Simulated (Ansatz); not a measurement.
**Dielectric function and optical constants of KMgF3**

What colour and refractive index does KMgF3 have at this level of theory?

Calculated with Ansatz 0.2.0; DFT, r2SCAN, plane-wave PAW, default files, scalar-relativistic, independent-particle optical response without local fields.

### 1. Set-up

Symmetry: Pm-3m, No. 221, cubic system. The conventional cell has a = 3.986 Å, b = 3.986 Å, c = 3.986 Å, α = 90.00°, β = 90.00°, γ = 90.00°. K has 12 F at 2.82 Å nearest. Nearest to Mg lie 6 F at 1.99 Å. Nearest to F lie 2 Mg at 1.99 Å and 4 K at 2.82 Å. Farther neighbours and most contacts between anions are not listed.

### 2. Ground state and bands

The self-consistent density comes first; it also tells whether there is a gap, which decides the occupations and the need for a Drude term.

This step: DFT, r2SCAN, plane-wave PAW, default files, scalar-relativistic, ground state (Ansatz 0.2.0).

File input.yaml:

```yaml
crystal:
  lattice:
    - [3.9859, 0.0, 0.0]
    - [0.0, 3.9859, 0.0]
    - [0.0, 0.0, 3.9859]
  atoms:
    - { symbol: K, position: [0.5, 0.5, 0.5] }
    - { symbol: Mg, position: [0.0, 0.0, 0.0] }
    - { symbol: F, position: [0.0, 0.0, 0.5] }
    - { symbol: F, position: [0.0, 0.5, 0.0] }
    - { symbol: F, position: [0.5, 0.0, 0.0] }
kpoints:
  mp_grid: { grid: [6, 6, 6] }
  band_path:
    path:
      - [[0.0, 0.0, 0.0], [0.0, 0.5, 0.0], [0.5, 0.5, 0.0], [0.0, 0.0, 0.0], [0.5, 0.5, 0.5], [0.0, 0.5, 0.0]]
      - [[0.5, 0.5, 0.0], [0.5, 0.5, 0.5]]
    npoints: 8
scf:
  occupations: { method: fermi_dirac, width: 0.05 }
  n_extra_bands: 9
hamiltonian:
  xc: r2scan
  pseudopotentials: { kind: paw }
output:
  forces: true
  stress: true
  populations: true
  write_bands: true
```

On the command line:

```sh
> ansatz run input.yaml --threads 4 --pin off --max-ram 8192MiB --backend cpu --events-out ev --progress --plain --runs-dir out
```

Numbers of over 12 decimals in the logs are rounded to 6 here.

Output:

```text
scf.n_extra_bands = 9 over 20 filled bands (N_el = 40.0): the run solves 29 bands
Engine: ansatz 0.2.0, x86_64-unknown-linux-gnu
Pseudopotentials: kind: paw
Pseudopotential: K, paw, valence charge 9, recommended cutoff 500 eV (meta_gga), K.paw.azcp
Pseudopotential: Mg, paw, valence charge 10, recommended cutoff 500 eV (meta_gga), Mg.paw.azcp
Pseudopotential: F, paw, valence charge 7, recommended cutoff 500 eV (meta_gga), F.paw.azcp
Functional definition: r2SCAN
  parameter k0 = 0.174
  parameter k1 = 0.065
  parameter a1 = 4.9479
  exchange = r2scan_x(k0 = k0, k1 = k1, a1 = a1)
  correlation = r2scan_c
Crystal: 5 atoms, lattice volume = 63.326 Å³
Basis set: ecut = 500 eV, 1575 PW (Γ), exchange–correlation on 120×120×120 points (64 copies of the dense FFT grid, shifted against one another)
Bands: 29, of which v1, the nominal top of the filled ones, is band 20 counted from 1 (19 counted from 0)
Symmetry: 48 space group operations
Space group: Pm-3m (ITA 221), of the structure as read, at distance tolerance 4.0e-5 Å
k-points: 20 of 216
Non-local potential: K, projectors of the file, l = 0: 3, l = 1: 2, l = 2: 2
Non-local potential: Mg, projectors of the file, l = 0: 3, l = 1: 2, l = 2: 1
Non-local potential: F, projectors of the file, l = 0: 2, l = 1: 2, l = 2: 1
PAW form: soft (Blöchl's): semilocal exchange-correlation on the pseudo side does not see the compensation charge
PAW frozen core: K, regenerated for the run's functional (the file was generated under x = pbe(κ = 0.804, μ = 0.219515), c = pbe(β = 0.066725))
PAW frozen core: Mg, regenerated for the run's functional (the file was generated under x = pbe(κ = 0.804, μ = 0.219515), c = pbe(β = 0.066725))
PAW frozen core: F, regenerated for the run's functional (the file was generated under x = pbe(κ = 0.804, μ = 0.219515), c = pbe(β = 0.066725))
PAW one-centre angular grid: K, 302 points (default); XC on 160 Gauss nodes
PAW one-centre angular grid: Mg, 302 points (default); XC on 224 Gauss nodes
PAW one-centre angular grid: F, 302 points (default); XC on 160 Gauss nodes
Initial density: superposition of atomic densities (neutral atoms: chi_scale 0, normalization atom), corrected by the library's trained network
Initial wavefunctions: pseudopotential atomic-orbital guess
Functional: x = r2scan, c = r2scan; τ floored in thin density (d = 2e-4 eV/Å³)
SCF iter   1: F=—  HF=-5907.239474 eV  |F-HF|=—  |Δ(HF+E_count)|=         —  Δρ=8.16e-3  dr2=3.18e-2  dr2_τ=9.91e-2  ethr=1.77e-3  ⟨swp⟩=6.0  Hψ=2906  notcnv=0  defer=7
preconditioner: auto → Resta (q_TF=auto, 2.527 Å⁻¹)  ε∞=2.4  [insulator: Δε(μ)=8.456 eV  Ē_g=22.155 eV  σ=0.050 eV  W_gap=1.00  n_scr=18 (ndim 8)  ℏωp=26.4 eV  f_vac=0.037  D(μ)=0.00/eV (n_scr^D=0)  ε∞_Penn≈2.4]
SCF iter   2: F=—  HF=-5907.339401 eV  |F-HF|=—  |Δ(HF+E_count)|=   9.99e-2  Δρ=3.72e-3  dr2=3.78e-3  dr2_τ=7.50e-4  ethr=7.94e-5  ⟨swp⟩=2.0  Hψ=1247  notcnv=0  defer=52
SCF iter   3: F=—  HF=-5907.339055 eV  |F-HF|=—  |Δ(HF+E_count)|=   3.46e-4  Δρ=1.20e-3  dr2=6.13e-4  dr2_τ=7.57e-5  ethr=9.45e-6  ⟨swp⟩=2.0  Hψ=866  notcnv=0  defer=52
SCF iter   4: F=—  HF=-5907.338907 eV  |F-HF|=—  |Δ(HF+E_count)|=   1.48e-4  Δρ=2.99e-4  dr2=2.36e-5  dr2_τ=4.53e-6  ethr=1.53e-6  ⟨swp⟩=2.7  Hψ=868  notcnv=0  defer=52
SCF iter   5: F=—  HF=-5907.338912 eV  |F-HF|=—  |Δ(HF+E_count)|=   5.07e-6  Δρ=4.63e-5  dr2=8.08e-7  dr2_τ=3.09e-7  ethr=5.89e-8  ⟨swp⟩=2.7  Hψ=944  notcnv=0  defer=52
SCF iter   6: F=-5907.338913 eV  HF=-5907.338913 eV  |F-HF|=5.27e-8  |Δ(HF+E_count)|=   6.26e-7  Δρ=1.11e-5  dr2=3.72e-8  dr2_τ=1.35e-8  ethr=2.50e-10  ⟨swp⟩=8.9  Hψ=2868  notcnv=0
SCF 1 converged in 6 iterations: F = -5907.338913 eV  dr2 = 3.72e-8
  greatest PAW one-centre occupation: 1.000 electrons in one spin orbital (limit 2), on the Mg atom at site 1 (counted from 0), in its partial waves of l = 0
NSCF: frozen V_eff on 50 k-points
SCF converged after 6 iterations
Free energy (F): -5907.338913 eV
Harris-Foulkes:  -5907.338913 eV  (|F-HF|=5.27e-8)
Internal energy: -5907.338913 eV  (E = F + TS)
E sigma→0 (E₀):  -5907.338913 eV
Fermi energy:    6.439758 eV
--- Per-component energies (eV) ---
  E_band       = -543.346659
  E_kinetic    = 960.526875
  E_local      = -3738.763767  (includes V_loc(G=0)·N_el)
  E_nonlocal   = 326.205631
  E_hartree    = 1362.836209
  E_xc         = -402.646872
  E_vxc        = -579.918029  (∫ρ·V_xc dr)
  E_paw        = -1693.545961  (= ΣΔE_a)
  E_vpaw       = -276.870210  (= ΣTr[D̂ρ^β])
  E_aug_tail   = 0.003095  (compensation charges beyond the density's cutoff)
  E_vtau       = 39.791801  (kinetic-family band-sum trace: ∫τ·v_τ [+ j·A + Jᵃ·Aᵃ] dr)
  E_ewald      = -2721.637555
  E_core_change = -0.316568  (= ΣΔE_core)
  E_smearing   = -0.000000  (= −TS)
  E_closure    = -0.000000  (closes the sum)
  Σ components = -5907.338913   (vs F -5907.338913, Δ=0.00e0)
--- Forces (eV/Å), atoms counted from 1 ---
  atom   1  K      0.00000000     0.00000000    -0.00000000
  atom   2  Mg    -0.00000000     0.00000000    -0.00000000
  atom   3  F      0.00000000    -0.00000000     0.00000000
  atom   4  F      0.00000000     0.00000000     0.00000000
  atom   5  F      0.00000000    -0.00000000    -0.00000000
  max |Σ_I F_I| component: 6.72e-29 eV/Å
--- Stress (GPa, compression-positive) ---
       -0.292388       0.000000       0.000000
        0.000000      -0.292388       0.000000
        0.000000       0.000000      -0.292388
  P = ⅓ Tr σ = -0.2924 GPa (-2.924 kbar)
--- Band table (eV; the first three rows and the last of 20) ---
  k-point 0: bands = [... 16 lower, 1.5947, 1.9145, 1.9145, 1.9145, 10.4977, 13.0866, 13.0866, 15.3905, ... 5 higher]
  k-point 1: bands = [... 16 lower, 1.5407, 1.6660, 1.8607, 1.8607, 10.9796, 13.3328, 13.3898, 15.5145, ... 5 higher]
  k-point 2: bands = [... 16 lower, 1.4274, 1.4274, 1.7552, 1.7552, 12.1625, 13.8544, 13.9330, 15.8000, ... 5 higher]
  k-point 19: bands = [... 16 lower, 1.1239, 2.2286, 2.2286, 2.2286, 13.6270, 13.6270, 13.6270, 17.1417, ... 5 higher]
--- Löwdin populations: 5 sites ---
  site symbol       q [e]
     0      K      8.1683
     1     Mg      8.3105
     2      F      7.7873
     3      F      7.7873
     4      F      7.7873
  spilling = 0.003986 (of n_electrons = 40.000000)
```

Elapsed: 5.5 s, on 4 threads of Intel Xeon at 2.50GHz (Skylake/Cascade Lake), shared host; peak memory 0.49 GiB.

Read-outs, printed or worked out from the files:

* free energy: -5907.3389 eV
* Fermi energy: 6.440 eV
* gap by band count: 8.269 eV
* electrons: 40
* symmetry operations: 48
* pressure: -0.2924 GPa
* gap on the k-mesh: 8.269 eV
* volume: 63.33 Å³
* gap on the path: 8.269 eV
* least direct gap on the path: 8.583 eV

There is a gap, 8.27 eV on the path, so no carriers' term is needed. The cell is left with a pressure of -0.3 GPa, as it stands unrelaxed at this level.

The electronic bands at the labelled points (eV, zero at the Fermi level; v1 is the highest filled band, c1 the lowest empty one):

```
    point     v4     v3     v2     v1    c1    c2    c3     c4
        Γ  -4.84  -4.53  -4.53  -4.53  4.06  6.65  6.65   8.95
  halfway  -4.96  -4.96  -4.63  -4.63  5.08  7.15  7.25   9.21
        X  -5.07  -5.07  -4.74  -4.74  6.80  7.29  7.69   9.53
  halfway  -5.16  -4.95  -4.86  -4.49  7.51  7.53  8.29   9.38
        M  -5.25  -5.10  -5.10  -4.23  7.68  8.33  9.45   9.45
  halfway  -5.05  -4.81  -4.79  -4.52  5.89  7.57  7.88   9.18
        Γ  -4.84  -4.53  -4.53  -4.53  4.06  6.65  6.65   8.95
  halfway  -5.42  -4.55  -4.55  -4.54  6.43  8.05  8.05   9.10
        R  -5.32  -4.21  -4.21  -4.21  7.19  7.19  7.19  10.70
  halfway  -5.30  -4.59  -4.58  -4.43  7.48  7.74  8.37   8.80
        X  -5.07  -5.07  -4.74  -4.74  6.80  7.29  7.69   9.53
jump to M  -5.25  -5.10  -5.10  -4.23  7.68  8.33  9.45   9.45
  halfway  -5.32  -4.52  -4.52  -4.22  7.43  7.87  7.87   9.10
        R  -5.32  -4.21  -4.21  -4.21  7.19  7.19  7.19  10.70
```

### 3. Spectrum

The spectrum is a sum over vertical transitions between filled and empty bands at the fixed density, so many empty bands are needed.

This step: DFT, r2SCAN, plane-wave PAW, default files, scalar-relativistic, independent-particle optical response without local fields (Ansatz 0.2.0).

input.yaml, the sections that differ from step 2:

```yaml
kpoints:
  mp_grid: { grid: [6, 6, 6] }
scf:
  occupations: { method: fixed }
output:
  optics:
    e_range: [0, 14]
    de: 0.05
    sigma: 0.1
    nscf_kmesh: { grid: [6, 6, 6] }
    bands: { spectra_wanted_up_to: 14 }
# crystal, hamiltonian: as in step 2
```

Output:

```text
[...]
Crystal: 5 atoms, lattice volume = 63.326 Å³
Basis set: ecut = 500 eV, 1575 PW (Γ), exchange–correlation on 120×120×120 points (64 copies of the dense FFT grid, shifted against one another)
Bands: 25, of which v1, the nominal top of the filled ones, is band 20 counted from 1 (19 counted from 0)
Symmetry: 48 space group operations
[...]
k-points: 20 of 216
[...]
SCF iter   1: F=—  HF=-5907.239449 eV  |F-HF|=—  |Δ(HF+E_count)|=         —  Δρ=8.01e-3  dr2=3.03e-2  dr2_τ=9.85e-2  ethr=1.77e-3  ⟨swp⟩=4.3  Hψ=2129  notcnv=0  defer=35
[...]
SCF iter   9: F=-5907.338913 eV  HF=-5907.338913 eV  |F-HF|=9.09e-13  |Δ(HF+E_count)|=  6.37e-12  Δρ=2.39e-8  dr2=4.31e-13  dr2_τ=2.43e-14  ethr=1.00e-12  ⟨swp⟩=8.3  Hψ=2183  notcnv=0
SCF 1 converged in 9 iterations: F = -5907.338913 eV  dr2 = 4.31e-13
[...]
NSCF: frozen V_eff on 20 k-points
output.optics: what the bands over the 39 summed would add to eps1, eps2 and the energy-loss function is held between a lower and an upper bound (8 Lanczos steps). eps1, eps2 and their loss function (loss_summed_bands) are given on every row as the summed bands alone make them. Along an axis, on a row where the two bounds hold the loss function to about 1 % of the greater of itself and 0.5 % of |1/eps|, its cell (loss_completed) is given, with the completed eps1 and eps2 that it is formed of (a cell that is left empty reads nan in the table and null in the record). The two bounds hold it so along every axis on all 281 rows up to 14.000 eV. [rest of the remark cut]
SCF converged after 9 iterations
Free energy (F): -5907.338913 eV
[...]
Internal energy: -5907.338913 eV  (E = F + TS)
E sigma→0 (E₀):  -5907.338913 eV
Fermi energy:    2.228556 eV
[...]
--- Band table (eV; the first three rows and the last of 20) ---
  k-point 0: bands = [... 16 lower, 1.5946, 1.9144, 1.9144, 1.9144, 10.4977, 13.0867, 13.0867, 15.3905, ... 1 higher]
  k-point 1: bands = [... 16 lower, 1.5406, 1.6659, 1.8606, 1.8606, 10.9796, 13.3329, 13.3899, 15.5146, ... 1 higher]
  k-point 2: bands = [... 16 lower, 1.4273, 1.4273, 1.7551, 1.7551, 12.1625, 13.8545, 13.9330, 15.8001, ... 1 higher]
  k-point 19: bands = [... 16 lower, 1.1237, 2.2286, 2.2286, 2.2286, 13.6270, 13.6270, 13.6270, 17.1418, ... 1 higher]
```

It took 24 s on 4 threads; peak memory 0.83 GiB.

This step gave:

| Quantity | Value |
| --- | --- |
| electronic dielectric constant ε∞, mean over x, y and z (by symmetry where fewer were run) | 2.062 |
| absorption onset, first axis (α over 10⁴ cm⁻¹, or the direct gap if that lies higher) | 8.583 eV |
| main peak of Im epsilon, first axis | 12.40 eV |
| least direct gap on the mesh | 8.583 eV |
| bands summed | 39 |
| spectra valid up to | 25.18 eV |
| program's estimate of the k-sum error in Im epsilon | 0.09 % |
| electrons in the f-sum | 15.26 |

The Im ε, any direction by photon energy; read off at these points:

```
photon energy (eV)  Im ε, any direction
              8.00                    0
              8.50              0.00981
              9.00                0.304
              9.50                0.430
             10.00                0.517
             10.50                0.596
             11.00                0.691
             11.50                 1.27
             12.00                 2.00
             12.40                 2.74
             12.50                 2.61
             13.00                 1.15
             13.50                 1.01
             14.00                 1.57
```

Re ε, any direction against photon energy:

```
photon energy (eV)  Re ε, any direction
               0.0                 2.06
               0.5                 2.06
               1.0                 2.07
               1.5                 2.07
               2.0                 2.08
               2.5                 2.09
               3.0                 2.10
               3.5                 2.11
               4.0                 2.13
               4.5                 2.15
               5.0                 2.18
               5.5                 2.21
               6.0                 2.24
               6.5                 2.29
               7.0                 2.34
               7.5                 2.41
               8.0                 2.51
               8.5                 2.72
               9.0                 2.81
               9.5                 2.80
              10.0                 2.81
              10.5                 2.88
              11.0                 3.05
              11.5                 3.69
              12.0                 2.91
              12.5                 1.60
              13.0                 1.26
              13.5                 1.79
              14.0                 1.50
```

(Part 1 of 2 ends here.)

[Logs are printed without paths, hosts, clocks, repeated set-up lines and the standing remarks that a program may print on its own settings, such as how far it seeks lower states.]

[Hosts, paths, dates, database ids (printed as entryN), source tags and the programs' standing remarks are cut or masked in the printed files.]
